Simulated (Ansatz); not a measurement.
# F on C(111): dipole against coverage (PBE)

Does each added F group shift the ionisation potential of C(111) by the same amount?

All values are computed: Ansatz 0.2.0, PBE, plane waves, scalar-relativistic unless marked; slabs or sheets with vacuum, the vacuum level from the planar mean of the electrostatic potential.

| groups in the 2×2 cell | upper less lower face (eV) | dipole a group, less that of H (D) |
| --- | --- | --- |
| 1 | +1.34 | -0.78 |
| 2 | +2.59 | -0.76 |
| 3 | +3.69 | -0.72 |
| 4 | +4.64 | -0.68 |

If dipoles simply added, 4 groups would give 4/1 × +1.34 = +5.36 eV; the run gives +4.64 eV, 87 % of that. Parallel dipoles sit in each other's field, which opposes them, so each shrinks as the layer fills.

Dipoles by ΔΦ = −μ/(ε₀A), with μ the dipole of one cell along the outward normal; in working units μ (D) = −ΔΦ (eV) × A (Å²) / 37.7.
